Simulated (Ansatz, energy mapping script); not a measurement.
# Spin model of MnS in the rock-salt structure from collinear orders (isotropic strain to volume × 0.94), part 2 of 2

Wanted: the magnetic order of MnS in the rock-salt structure, its couplings and an estimate of its ordering temperature, by PBE+U (4.4 eV).

PBE with U = 4.4 eV on Mn d, ortho-atomic projectors; plane waves, U on orthogonalised atomic orbitals unless named otherwise, collinear spin, no spin–orbit coupling.

So far. Step 4 (Run 2 (compensated +−; cell A, 4 atoms)): The run ends antiferromagnetic, 50.39 meV a magnetic atom below the parallel order of its cell. Step 5 (Order 3: parallel, cell B of 4 atoms): The run ends ferromagnetic. For each magnetic atom its energy differs from the parallel run of the first cell by 0.23 meV, an error that one common reference would have brought in.

### 6. Compensated +− start in cell B (4 atoms)

This order reverses 8 of the 12 neighbours at 3.69 Å, 0 of the 6 neighbours at 5.22 Å and 16 of the 24 neighbours at 6.39 Å, counted for an average magnetic atom.

The input, input.yaml:

```yaml
crystal:
  lattice:
    - [0.0, -2.6088032567, -2.6088032567]
    - [0.0, 2.6088032567, -2.6088032567]
    - [5.2176065133, 0.0, 0.0]
  atoms:
    - { symbol: Mn, position: [0.5, 0.5, 0.5], spin: 4.5 }
    - { symbol: Mn, position: [0.0, 0.0, 0.0], spin: -4.5 }
    - { symbol: S, position: [0.5, 0.5, 0.0] }
    - { symbol: S, position: [0.0, 0.0, 0.5] }
magnetization:
  spin_polarized: true
kpoints:
  mp_grid: { grid: [7, 7, 5] }
hamiltonian:
  xc: pbe
  hubbard:
    sites:
      - { species: Mn, l: d, u_eff: 4.4 }
      - { site: 0, l: d, u_eff: 4.4, starting_ns: [{ spin: up, occupation_matrix: mn1_major }, { spin: down, occupation_matrix: mn1_minor }] }
      - { site: 1, l: d, u_eff: 4.4, starting_ns: [{ spin: up, occupation_matrix: mn1_minor }, { spin: down, occupation_matrix: mn1_major }] }
    projectors: ortho-atomic
    occupation_matrices:
      mn1_major:
        matrix:
          - [0.993, 0.0, 0.0, 0.0, 0.0]
          - [0.0, 0.998, 0.0, 0.0, 0.0]
          - [0.0, 0.0, 0.998, 0.0, 0.0]
          - [0.0, 0.0, 0.0, 0.993, 0.0]
          - [0.0, 0.0, 0.0, 0.0, 0.998]
      mn1_minor:
        matrix:
          - [0.105, 0.0, 0.0, 0.0, 0.0]
          - [0.0, 0.024, 0.0, 0.0, 0.0]
          - [0.0, 0.0, 0.024, 0.0, 0.0]
          - [0.0, 0.0, 0.0, 0.105, 0.0]
          - [0.0, 0.0, 0.0, 0.0, 0.024]
scf:
  occupations: { method: fermi_dirac, width: 0.04 }
output:
  eigenvalues: true
```

On the command line:

```sh
$ ansatz run input.yaml --threads 4 --pin off --max-ram 8192MiB --backend cpu --events-out ev --progress --plain --runs-dir out
```

Numbers of over 12 decimals in the logs are rounded to 6 here.

What it wrote:

```text
[...]
Crystal: 4 atoms, lattice volume = 71.021 Å³
Basis set: ecut = 420 eV, 1417 PW (Γ)
Bands: 31, of which v1, the nominal top of the filled ones, is band 21 counted from 1 (20 counted from 0)
Symmetry: 16 space group operations
[...]
k-points: 30 of 245
[...]
Starting moments: Σ|m| = 9 μB on 2 of 4 sites
[...]
k-point 1 ↑: bands = [... 17 lower, 7.2723, 8.2224, 8.5898, 8.5898, 11.7366, 11.9211, 12.3633, 12.9567, ... 6 higher]
  k-point 2 ↑: bands = [... 17 lower, 7.6006, 7.6771, 8.2707, 8.2707, 11.7424, 12.3614, 12.8880, 13.4121, ... 6 higher]
  k-point 29 ↓: bands = [... 17 lower, 6.2027, 6.5924, 6.7949, 7.7079, 12.6950, 12.8971, 12.9871, 13.2319, ... 6 higher]
Occupation matrices written to <dir>
[key lines of the parts left out:]
SCF converged after 12 iterations
Magnetization: -0.0000 μB (21.0000 up, 21.0000 down)
Free energy (F): -9602.059048 eV
Fermi energy:    10.576684 eV
```

The job ended after 2.8 s (4 threads of Arm Neoverse V1, shared host; peak memory 0.43 GiB; 10 s of CPU time).

The run ends antiferromagnetic, 18.63 meV a magnetic atom below the parallel order of its cell.

### 7. Order 5: parallel, cell C of 6 atoms

A new cell needs its own zero of energy.

The input, input.yaml:

```yaml
crystal:
  lattice:
    - [0.0, 2.6088032567, 2.6088032567]
    - [-2.6088032567, 0.0, -2.6088032567]
    - [-5.2176065133, -5.2176065133, 5.2176065133]
  atoms:
    - { symbol: Mn, position: [0.0, 0.0, 0.0], spin: 4.5 }
    - { symbol: Mn, position: [0.333333333, 0.666666667, 0.666666667], spin: 4.5 }
    - { symbol: Mn, position: [0.666666667, 0.333333333, 0.333333333], spin: 4.5 }
    - { symbol: S, position: [0.666666667, 0.333333333, 0.833333333] }
    - { symbol: S, position: [0.0, 0.0, 0.5] }
    - { symbol: S, position: [0.333333333, 0.666666667, 0.166666667] }
magnetization:
  spin_polarized: true
kpoints:
  mp_grid: { grid: [8, 8, 3] }
hamiltonian:
  xc: pbe
  hubbard:
    sites:
      - { species: Mn, l: d, u_eff: 4.4 }
      - { site: 0, l: d, u_eff: 4.4, starting_ns: [{ spin: up, occupation_matrix: mn1_major }, { spin: down, occupation_matrix: mn1_minor }] }
      - { site: 1, l: d, u_eff: 4.4, starting_ns: [{ spin: up, occupation_matrix: mn1_major }, { spin: down, occupation_matrix: mn1_minor }] }
      - { site: 2, l: d, u_eff: 4.4, starting_ns: [{ spin: up, occupation_matrix: mn1_major }, { spin: down, occupation_matrix: mn1_minor }] }
    projectors: ortho-atomic
    occupation_matrices:
      mn1_major:
        matrix:
          - [0.993, 0.0, 0.0, 0.0, 0.0]
          - [0.0, 0.998, 0.0, 0.0, 0.0]
          - [0.0, 0.0, 0.998, 0.0, 0.0]
          - [0.0, 0.0, 0.0, 0.993, 0.0]
          - [0.0, 0.0, 0.0, 0.0, 0.998]
      mn1_minor:
        matrix:
          - [0.105, 0.0, 0.0, 0.0, 0.0]
          - [0.0, 0.024, 0.0, 0.0, 0.0]
          - [0.0, 0.0, 0.024, 0.0, 0.0]
          - [0.0, 0.0, 0.0, 0.105, 0.0]
          - [0.0, 0.0, 0.0, 0.0, 0.024]
scf:
  occupations: { method: fermi_dirac, width: 0.04 }
output:
  eigenvalues: true
```

What it wrote:

```text
[...]
Crystal: 6 atoms, lattice volume = 106.531 Å³
Basis set: ecut = 420 eV, 2119 PW (Γ)
Bands: 46, of which v1, the nominal top of the filled ones, is band 32 counted from 1 (31 counted from 0)
Symmetry: 36 space group operations
[...]
k-points: 25 of 192
[...]
Starting moments: Σ|m| = 13.5 μB on 3 of 6 sites
[...]
k-point 0 ↑: bands = [... 28 lower, 4.6241, 4.6241, 6.0079, 6.0079, 8.6502, 8.6502, 8.6503, 9.7130, ... 10 higher]
  k-point 1 ↑: bands = [... 28 lower, 4.7286, 4.7286, 5.7979, 6.6915, 7.8680, 8.8221, 8.8221, 9.2404, ... 10 higher]
  k-point 2 ↑: bands = [... 28 lower, 4.6954, 4.7167, 6.0887, 6.1358, 7.8786, 8.4970, 8.7009, 8.8676, ... 10 higher]
  k-point 24 ↓: bands = [... 28 lower, 13.0231, 13.1116, 13.1660, 13.2711, 13.4401, 13.5187, 13.6351, 13.6969, ... 10 higher]
Occupation matrices written to <dir>
[key lines of the parts left out:]
SCF converged after 12 iterations
Magnetization: 15.0000 μB (39.0000 up, 24.0000 down)
Free energy (F): -14403.033316 eV
Fermi energy:    10.546344 eV
```

Run time: 4.8 s. Hardware: 4 threads; peak memory 0.54 GiB; 18 s of CPU time.

The run ends ferromagnetic. For each magnetic atom its energy differs from the parallel run of the first cell by 0.01 meV, an error that one common reference would have brought in.

### 8. Uncompensated ++− start in cell C (6 atoms)

This order reverses 4 of the 12 neighbours at 3.69 Å, 4 of the 6 neighbours at 5.22 Å and 12 of the 24 neighbours at 6.39 Å, counted for an average magnetic atom.

Changes to input.yaml since step 7:

```diff
@@ -8,3 +8,3 @@
     - { symbol: Mn, position: [0.333333333, 0.666666667, 0.666666667], spin: 4.5 }
-    - { symbol: Mn, position: [0.666666667, 0.333333333, 0.333333333], spin: 4.5 }
+    - { symbol: Mn, position: [0.666666667, 0.333333333, 0.333333333], spin: -4.5 }
     - { symbol: S, position: [0.666666667, 0.333333333, 0.833333333] }
@@ -23,3 +23,3 @@
       - { site: 1, l: d, u_eff: 4.4, starting_ns: [{ spin: up, occupation_matrix: mn1_major }, { spin: down, occupation_matrix: mn1_minor }] }
-      - { site: 2, l: d, u_eff: 4.4, starting_ns: [{ spin: up, occupation_matrix: mn1_major }, { spin: down, occupation_matrix: mn1_minor }] }
+      - { site: 2, l: d, u_eff: 4.4, starting_ns: [{ spin: up, occupation_matrix: mn1_minor }, { spin: down, occupation_matrix: mn1_major }] }
     projectors: ortho-atomic
```

What it wrote:

```text
[...]
Crystal: 6 atoms, lattice volume = 106.531 Å³
Basis set: ecut = 420 eV, 2119 PW (Γ)
Bands: 46, of which v1, the nominal top of the filled ones, is band 32 counted from 1 (31 counted from 0)
Symmetry: 12 space group operations
[...]
k-points: 25 of 192
[...]
Starting moments: Σ|m| = 13.5 μB on 3 of 6 sites
[...]
k-point 1 ↑: bands = [... 28 lower, 8.1145, 8.1145, 8.9676, 8.9676, 9.5958, 9.5958, 12.7705, 12.8806, ... 10 higher]
  k-point 2 ↑: bands = [... 28 lower, 7.9289, 8.0775, 8.7109, 8.7594, 9.0775, 9.5052, 12.6929, 12.8279, ... 10 higher]
  k-point 24 ↓: bands = [... 28 lower, 8.3339, 12.3617, 12.7534, 13.1028, 13.1236, 13.1390, 13.3048, 13.4287, ... 10 higher]
Occupation matrices written to <dir>
[key lines of the parts left out:]
SCF converged after 12 iterations
Magnetization: 5.0000 μB (34.0000 up, 29.0000 down)
Free energy (F): -14403.151038 eV
Fermi energy:    10.564859 eV
```

It took 4.8 s on 4 threads; peak memory 0.56 GiB.

The run ends ferrimagnetic, 39.24 meV a magnetic atom below the parallel order of its cell.

### 9. Parallel start in cell D (6 atoms)

The parallel order again, as the reference for this cell.

This run holds the same structure in another cell (b 3.689 → 5.218 Å, c 9.037 → 6.390 Å, α 90.0 → 114.1°, β 90.0 → 106.8°, γ 120.0 → 90.0°).

The input, input.yaml:

```yaml
crystal:
  lattice:
    - [0.0, -2.6088032567, -2.6088032567]
    - [-5.2176065133, 0.0, 0.0]
    - [2.6088032567, 5.2176065133, -2.6088032567]
  atoms:
    - { symbol: Mn, position: [0.666666667, 0.666666667, 0.333333333], spin: 4.5 }
    - { symbol: Mn, position: [0.333333333, 0.333333333, 0.666666667], spin: 4.5 }
    - { symbol: Mn, position: [0.0, 0.0, 0.0], spin: 4.5 }
    - { symbol: S, position: [0.666666667, 0.166666667, 0.333333333] }
    - { symbol: S, position: [0.333333333, 0.833333333, 0.666666667] }
    - { symbol: S, position: [0.0, 0.5, 0.0] }
magnetization:
  spin_polarized: true
kpoints:
  mp_grid: { grid: [7, 7, 7] }
hamiltonian:
  xc: pbe
  hubbard:
    sites:
      - { species: Mn, l: d, u_eff: 4.4 }
      - { site: 0, l: d, u_eff: 4.4, starting_ns: [{ spin: up, occupation_matrix: mn1_major }, { spin: down, occupation_matrix: mn1_minor }] }
      - { site: 1, l: d, u_eff: 4.4, starting_ns: [{ spin: up, occupation_matrix: mn1_major }, { spin: down, occupation_matrix: mn1_minor }] }
      - { site: 2, l: d, u_eff: 4.4, starting_ns: [{ spin: up, occupation_matrix: mn1_major }, { spin: down, occupation_matrix: mn1_minor }] }
    projectors: ortho-atomic
    occupation_matrices:
      mn1_major:
        matrix:
          - [0.993, 0.0, 0.0, 0.0, 0.0]
          - [0.0, 0.998, 0.0, 0.0, 0.0]
          - [0.0, 0.0, 0.998, 0.0, 0.0]
          - [0.0, 0.0, 0.0, 0.993, 0.0]
          - [0.0, 0.0, 0.0, 0.0, 0.998]
      mn1_minor:
        matrix:
          - [0.105, 0.0, 0.0, 0.0, 0.0]
          - [0.0, 0.024, 0.0, 0.0, 0.0]
          - [0.0, 0.0, 0.024, 0.0, 0.0]
          - [0.0, 0.0, 0.0, 0.105, 0.0]
          - [0.0, 0.0, 0.0, 0.0, 0.024]
scf:
  occupations: { method: fermi_dirac, width: 0.04 }
output:
  eigenvalues: true
```

What it wrote:

```text
[...]
Crystal: 6 atoms, lattice volume = 106.531 Å³
Basis set: ecut = 420 eV, 2129 PW (Γ)
Bands: 46, of which v1, the nominal top of the filled ones, is band 32 counted from 1 (31 counted from 0)
Symmetry: 24 space group operations
[...]
k-points: 64 of 343
[...]
Starting moments: Σ|m| = 13.5 μB on 3 of 6 sites
[...]
k-point 0 ↑: bands = [... 28 lower, 4.9450, 4.9450, 6.3213, 6.3213, 6.3657, 6.3657, 8.6502, 8.6502, ... 10 higher]
  k-point 1 ↑: bands = [... 28 lower, 4.8785, 5.1206, 5.7985, 6.3659, 6.4438, 6.8629, 8.1220, 8.2765, ... 10 higher]
  k-point 2 ↑: bands = [... 28 lower, 4.8370, 5.3235, 5.4379, 6.4411, 6.6457, 7.3881, 7.4661, 7.5798, ... 10 higher]
  k-point 63 ↓: bands = [... 28 lower, 13.2322, 13.3693, 13.3693, 13.3792, 13.3793, 13.5891, 13.5891, 13.6985, ... 10 higher]
Occupation matrices written to <dir>
[key lines of the parts left out:]
SCF converged after 12 iterations
Magnetization: 15.0000 μB (39.0000 up, 24.0000 down)
Free energy (F): -14403.033350 eV
Fermi energy:    10.612693 eV
```

It took 13 s on 4 threads; peak memory 0.78 GiB; 46 s of CPU time.

The run ends ferromagnetic. For each magnetic atom its energy differs from the parallel run of the first cell by 0.00 meV, an error that one common reference would have brought in.

### 10. Run 8 (uncompensated ++−; cell D, 6 atoms)

This order reverses 6.67 of the 12 neighbours at 3.69 Å, 2.67 of the 6 neighbours at 5.22 Å and 8 of the 24 neighbours at 6.39 Å, counted for an average magnetic atom.

Changes to input.yaml since step 9:

```diff
@@ -8,3 +8,3 @@
     - { symbol: Mn, position: [0.333333333, 0.333333333, 0.666666667], spin: 4.5 }
-    - { symbol: Mn, position: [0.0, 0.0, 0.0], spin: 4.5 }
+    - { symbol: Mn, position: [0.0, 0.0, 0.0], spin: -4.5 }
     - { symbol: S, position: [0.666666667, 0.166666667, 0.333333333] }
@@ -23,3 +23,3 @@
       - { site: 1, l: d, u_eff: 4.4, starting_ns: [{ spin: up, occupation_matrix: mn1_major }, { spin: down, occupation_matrix: mn1_minor }] }
-      - { site: 2, l: d, u_eff: 4.4, starting_ns: [{ spin: up, occupation_matrix: mn1_major }, { spin: down, occupation_matrix: mn1_minor }] }
+      - { site: 2, l: d, u_eff: 4.4, starting_ns: [{ spin: up, occupation_matrix: mn1_minor }, { spin: down, occupation_matrix: mn1_major }] }
     projectors: ortho-atomic
```

What it wrote:

```text
[...]
Crystal: 6 atoms, lattice volume = 106.531 Å³
Basis set: ecut = 420 eV, 2129 PW (Γ)
Bands: 46, of which v1, the nominal top of the filled ones, is band 32 counted from 1 (31 counted from 0)
Symmetry: 8 space group operations
[...]
k-points: 64 of 343
[...]
Starting moments: Σ|m| = 13.5 μB on 3 of 6 sites
[...]
k-point 1 ↑: bands = [... 28 lower, 6.7190, 7.5094, 8.3017, 8.6328, 8.7584, 9.0631, 12.2534, 12.6635, ... 10 higher]
  k-point 2 ↑: bands = [... 28 lower, 7.1804, 7.2448, 7.5556, 8.4604, 8.6226, 9.4867, 12.0500, 12.5724, ... 10 higher]
  k-point 63 ↓: bands = [... 28 lower, 9.0673, 12.7643, 12.8027, 13.0888, 13.2757, 13.3162, 13.3739, 13.4572, ... 10 higher]
Occupation matrices written to <dir>
[key lines of the parts left out:]
SCF converged after 12 iterations
Magnetization: 5.0000 μB (34.0000 up, 29.0000 down)
Free energy (F): -14403.139063 eV
Fermi energy:    10.688691 eV
```

Elapsed: 12 s, on 4 threads; peak memory 0.81 GiB; 46 s of CPU time.

The run ends ferrimagnetic, 35.24 meV a magnetic atom below the parallel order of its cell.

### 11. From energies to couplings

Each energy difference is a sum of couplings weighted by the pairs that the order reverses. A few near shells are fitted to the differences by least squares. Energies are those extrapolated to zero occupation width, not the free energies F.

Energies from the parallel order of the same cell:

| order | atoms | energy (meV a magnetic atom) | moments (μB) | moments kept as typed | opposed neighbours at 3.69, 5.22, 6.39 Å |
| --- | --- | --- | --- | --- | --- |
| parallel in cell A | 4 | 0.00 | 4.52 | yes | 0, 0, 0 |
| compensated +− in cell A | 4 | -50.39 | 4.44 | yes | 6, 6, 12 |
| parallel in cell B | 4 | 0.00 | 4.52 | yes | 0, 0, 0 |
| compensated +− in cell B | 4 | -18.63 | 4.50 | yes | 8, 0, 16 |
| parallel in cell C | 6 | 0.00 | 4.52 | yes | 0, 0, 0 |
| uncompensated ++− in cell C | 6 | -39.24 | 4.43 to 4.48 | yes | 4, 4, 12 |
| parallel in cell D | 6 | 0.00 | 4.52 | yes | 0, 0, 0 |
| uncompensated ++− in cell D | 6 | -35.24 | 4.44 to 4.48 | yes | 6.67, 2.67, 8 |

The Heisenberg fit (each pair counts twice, positive J is ferromagnetic):

| pair | distance (Å) | neighbours | J (meV) |
| --- | --- | --- | --- |
| Mn–Mn | 3.69 | 12 | -1.10 |
| Mn–Mn | 5.22 | 6 | -3.22 |
| Mn–Mn | 6.39 | 24 | -0.0669 |

Adding the shell at 7.38 Å gives -0.67, -3.0, -0.25 and -0.46 meV and a mean-field temperature of 98.1 K, an exact solve that tests nothing.

In mean field these couplings order at 149 K, at q = (0.50, 0.50, 0.50) in fractions of the conventional cell's reciprocal vectors, and give a Curie–Weiss temperature of -264 K.

### 12. Finite temperature

Mean field ignores fluctuations and overstates the ordering temperature, so the model is also sampled. The heat capacity peaks where order sets in.

Classical unit spins with these couplings on 8×8×4 copies of a cell that holds the lowest order (512 spins), heat-bath sweeps, cooled from random directions, 1009 sweeps to settle and 3027 measured at each temperature, averaged over 4 runs.

```csv
T (K),order along the lowest pattern,net moment,heat capacity (k_B a spin)
17.9,0.50,0.01,1.09
30.7,0.42,0.01,1.10
49.8,0.38,0.01,1.17
62.5,0.36,0.01,1.31
75.2,0.35,0.02,1.42
94.3,0.28,0.02,1.81
101,0.25,0.02,1.88
107,0.21,0.02,1.86
120,0.15,0.02,1.13
133,0.12,0.02,0.66
152,0.09,0.02,0.36
164,0.08,0.02,0.28
```

The smoothed heat capacity peaks at 101 K. The order column follows one pattern alone; equivalent domains or another pattern share the rest.

### 13. Comparison

The first set of orders, under PBE+U (4.4 eV), isotropic strain to volume × 1, took 3.6 min of CPU time summed over its finished orders (seed run apart), these 3.2 min.

| quantity | this set | first set |
| --- | --- | --- |
| J at 3.69 Å (3.77 Å in the first set), meV | -1.10 | -0.706 |
| J at 5.22 Å (5.33 Å in the first set), meV | -3.22 | -2.03 |
| J at 6.39 Å (6.52 Å in the first set), meV | -0.0669 | -0.0423 |
| ordering temperature, mean field, K | 149 | 94.4 |
| heat-capacity peak, Monte Carlo, K | 101 | 64.2 |

The coupling that led in the first set goes from -2.03 to -3.22 meV.

### 14. Summary of results

| Quantity | Value |
| --- | --- |
| lowest order tried | compensated +− in cell A |
| largest fitted value, Mn–Mn at 5.22 Å | -3.22 meV |
| ordering temperature, mean field | 149 K |
| heat-capacity peak, Monte Carlo | 101 K |

**Reading.** Of the orders tried, MnS in the rock-salt structure (isotropic strain to volume × 0.94) prefers the order “compensated +− in cell A” under PBE+U (4.4 eV), with 6 of 12 neighbours at 3.69 Å, 6 of 6 neighbours at 5.22 Å and 12 of 24 neighbours at 6.39 Å opposed. The largest fitted coupling is the Mn–Mn pair at 5.22 Å, antiferromagnetic at -3.2 meV, across a ligand at about 180°. It also takes up the part of reversed shells that are not fitted, so neither its size nor its rank as a single path is established. The orders also reverse pairs at 7.38 Å, which are not fitted, so the fitted values hold their part too. With 4 differences for 3 couplings the fit misses by 3.1 meV at most, which is not small: farther shells, terms beyond the Heisenberg form or the mesh can cause that. In the fitted orders moments change by up to 1.9 % against the parallel run of the same cell, so their size stays put. One more shell, at 7.38 Å, moves the mean-field temperature from 149 to 98.1 K, so the temperatures, and any agreement with experiment, hang on where the fit is cut. Monte Carlo puts the peak at 0.68 of the mean-field temperature, since mean field leaves out fluctuations. In tests on simple cubic and body-centred models such peaks lay 5 to 6 % under the bulk value. On cooling, the order along the one computed pattern stays at or under 0.50: the model settles in an equivalent domain, a degenerate mixture or another order. The parallel order holds 5 μB a magnetic atom, spin 2.5; the common factor (S+1)/S would raise the classical 101 K to 142 K, a correction that often overshoots. The cell was built from a prototype and relaxed before the change was imposed without further relaxation; a distortion that needs a larger cell, or another structure that the compound may prefer, is not captured.

[Logs and program files are shortened in this print: banners, set-up blocks, solver, clock and traceback lines can be left out without a mark of their own.]

[Logs are printed without paths, hosts, clocks, repeated set-up lines and the standing remarks that a program may print on its own settings, such as how far it seeks lower states.]

[Hosts, paths, dates, database ids (printed as entryN), source tags and the programs' standing remarks are cut or masked in the printed files.]

[Where a cell is said to come from a database of computed structures, the database is the Materials Project.]
